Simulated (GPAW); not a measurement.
# Ballistic transport through an In chain with an O atom bridging one bond, cheap and dear, part 2 of 2

Wanted: the zero-bias transmission of an In chain with an O atom bridging one bond on a ladder of levels, with run times.

GPAW 26.7.0; GPAW LCAO, PAW setups; Landauer transmission from Green's functions with principal layers (ASE), zero bias.

So far, transmission at the Fermi level (one spin): step 2 (GPAW, dzp, PBE, GPAW) 0.618; step 3 (basis szp(dzp), PBE, GPAW) 0.477; step 4 (basis sz(dzp), PBE, GPAW) 0.506; step 5 (revPBE) 0.606.

## 8. Potential alignment off, density threshold 0.01, mixing 0.25

Without the shift, lead and junction are matched by their Fermi levels alone. The Hamiltonian is taken from the last density. The density threshold is one of the tests that end the cycle; the energy must settle too, so a loose value may not be the test that decides. Mixing changes the road to self-consistency, not its end. The mixing history changes the road to self-consistency, not its end.

This step: GPAW LCAO, PAW setups; Landauer transmission from Green's functions with principal layers (ASE), zero bias (GPAW 26.7.0).

File run.py:

```python
import json
import numpy as np
from ase import Atoms
from ase.transport.calculators import TransportCalculator
from gpaw import GPAW, FermiDirac
from gpaw.lcao.tools import get_lcao_hamiltonian
from scipy.linalg import eigh

# The junction with lead layers at both ends, along the third cell vector
device = Atoms(
    ['In', 'In', 'In', 'In', 'In', 'O', 'In', 'In', 'In', 'In', 'In'],
    positions=[
        [4.50000, 4.50000, 1.47500],
        [4.50000, 4.50000, 4.42500],
        [4.50000, 4.50000, 7.37500],
        [4.50000, 4.50000, 10.32500],
        [4.50000, 4.50000, 13.27500],
        [5.62513, 4.50000, 14.85000],
        [4.50000, 4.50000, 16.42500],
        [4.50000, 4.50000, 19.37500],
        [4.50000, 4.50000, 22.32500],
        [4.50000, 4.50000, 25.27500],
        [4.50000, 4.50000, 28.22500]],
    cell=[[9.0, 0.0, 0.0], [0.0, 9.0, 0.0], [0.0, 0.0, 29.7]],
    pbc=True)

# One principal layer of the lead: the first 3 atoms of the device
lead = Atoms(
    ['In', 'In', 'In'],
    positions=[
        [4.50000, 4.50000, 1.47500],
        [4.50000, 4.50000, 4.42500],
        [4.50000, 4.50000, 7.37500]],
    cell=[[9.0, 0.0, 0.0], [0.0, 9.0, 0.0], [0.0, 0.0, 8.85]],
    pbc=True)

settings = dict(mode='lcao', basis='dzp', xc='PBE', h=0.18,
                occupations=FermiDirac(0.1), maxiter=250,
                mixer=dict(beta=0.25, nmaxold=12, weight=100.0),
                convergence=dict(density=0.01))
energies = np.arange(-3, 3 + 1e-9, 0.075)
eta = 0.0001
n1, n2 = 1, 1
# k and -k transmit alike, so half of the mesh across the current serves
mesh = [(i, j) for i in range(n1) for j in range(n2) if (i, j) <= (-i % n1, -j % n2)]
weights = np.array([1 if (i, j) == (-i % n1, -j % n2) else 2 for i, j in mesh]) / (n1 * n2)

# [... helper functions left out ...]
fermi_lead = ground_state(lead, (1, 1, 13), 'lead.txt')
fermi_device = ground_state(device, (1, 1, 3), 'device.txt')
# [... loop over the mesh left out, but for ...]
        # Lead and device are aligned by their Fermi levels alone
        shift = 0.0
# [...]
kT = 8.617333e-5 * 77
bias = [0.1, 0.2, 0.5, 1.0, 1.5, 2.0]
# [... integrals and printing left out ...]
```

Run with:

```
OMP_NUM_THREADS=1 OPENBLAS_NUM_THREADS=1 python run.py
```

The program printed:

```text
basis functions: device 243, principal layer 69
Fermi level: lead -2.1999 eV, device -2.1370 eV; lead shifted by 0.0000 eV
largest coupling past the next layer 1.88e-06 eV, largest misfit of the first layer 0.078 eV
  E-E_F (eV)   T (one spin)  [channel counts left out]
    -3.000    5.8968e-02
    -2.925    6.2242e-02
    -2.850    6.5473e-02
    -2.775    6.8677e-02
    -2.700    7.1871e-02
    -2.625    7.5070e-02
    -2.550    7.8282e-02
    -2.475    8.1497e-02
    -2.400    8.4658e-02
    -2.325    8.7607e-02
    -2.250    8.9918e-02
    -2.175    9.0457e-02
    -2.100    8.5855e-02
    -2.025    6.3794e-02
    -1.950    6.0882e-07
    -1.875    2.0923e-04
[...]
2.475    1.5743e+00
     2.550    1.6058e+00
     2.625    1.6345e+00
     2.700    1.6599e+00
     2.775    1.6810e+00
     2.850    1.6964e+00
     2.925    1.7036e+00
     3.000    1.6988e+00
conductance at 77 K: 0.59059 G0 a cell; thermopower -2.109 uV/K
current from the zero-bias T(E) at 0.1 V: 4.5563 uA
current from the zero-bias T(E) at 0.2 V: 9.0513 uA
current from the zero-bias T(E) at 0.5 V: 21.25 uA
current from the zero-bias T(E) at 1.0 V: 38.118 uA
current from the zero-bias T(E) at 1.5 V: 54.445 uA
current from the zero-bias T(E) at 2.0 V: 71.515 uA
```

It took 82 s on 1 thread of Arm Neoverse N1, shared host; peak memory 1.6 GiB.

The run finished with changed settings (align = false, conv = 0.01, beta = 0.25 and nmaxold = 12); it serves as a test.

Side by side:

```csv
quantity,this run,sound run,difference
conductance (G₀),0.59059,0.61703,-0.0264
largest coupling past the next principal layer (eV),1.883e-6,1.883e-6,-2.3e-11
largest misfit of the first principal layer (eV),0.078382,0.059262,0.0191
shift that aligns the lead (eV),0,0.0035090,-0.00351
transmission at the Fermi level (one spin),0.59205,0.61833,-0.0263
```

## 9. Another change of settings

A last run, with other settings again.

Changes to run.py since step 8:

```diff
@@ -36,6 +36,6 @@
 
-settings = dict(mode='lcao', basis='dzp', xc='PBE', h=0.18,
-                occupations=FermiDirac(0.1), maxiter=250,
-                mixer=dict(beta=0.25, nmaxold=12, weight=100.0),
-                convergence=dict(density=0.01))
+settings = dict(mode='lcao', basis='dzp', xc='pbe96', h=0.18,
+                occupations=FermiDirac(0.1), maxiter=75,
+                mixer=dict(beta=0.1, nmaxold=8, weight=100.0),
+                convergence=dict(density=0.0001))
 energies = np.arange(-3, 3 + 1e-9, 0.075)
@@ -51,4 +51,4 @@
 # [... loop over the mesh left out, but for ...]
-        # Lead and device are aligned by their Fermi levels alone
-        shift = 0.0
+        # Shift the lead onto the potential of the device's first layer
+        shift = ((H[:, 0, 0] - H0[:, 0, 0]) / S0[0, 0]).real.mean()
 # [...]
```

The program printed:

```text
NameError: Unknown functional: pbe96.
```

Run time: 1.2 s. Hardware: 1 thread; peak memory 0.1 GiB.

The input was rejected at the start.

The program's message: “NameError: Unknown functional: pbe96.”

The change that led to it: xc = "pbe96".

## 10. Outcome

```json
{
 "conductance": "0.617 G₀",
 "transmission at the Fermi level, mean of the spins": "0.618",
 "thermopower": "about 0 (under 1.5 μV/K)"
}
```

What this shows: In the dzp basis the junction conducts 0.617 G₀ at 77 K, with T = 0.618 a spin at the Fermi level; no smaller basis tried comes within 10 % of that conductance. At the Fermi level the three most open eigenchannels pass 0.48, 0.11 and 0.029. Measured against the first run (dzp), the nearest curve is that of dzp-revPBE (r.m.s. 0.0067) and the farthest that of sz (0.13). Over the compared runs wall time goes from 67 s (sz) to 121 s (dzp), on a shared host. The geometry was built from estimated bond lengths and not relaxed, so the numbers describe this model structure. Spin-orbit coupling is left out, which matters for the heavy atoms here. An evenly spaced straight chain is an idealisation: free chains tend to dimerise, zigzag or, where a band edge lies near the Fermi level, turn magnetic. The currents use the zero-bias T(E) throughout, which holds only while the bias is small against the distance to the nearest feature. The energy step is wider than the thermal energy, so the conductance and thermopower rest on interpolation of T(E).

[Logs are printed without paths, hosts, clocks, repeated set-up lines and the standing remarks that a program may print on its own settings, such as how far it seeks lower states.]

[Hosts, paths, dates, database ids (printed as entryN), source tags and the programs' standing remarks are cut or masked in the printed files.]
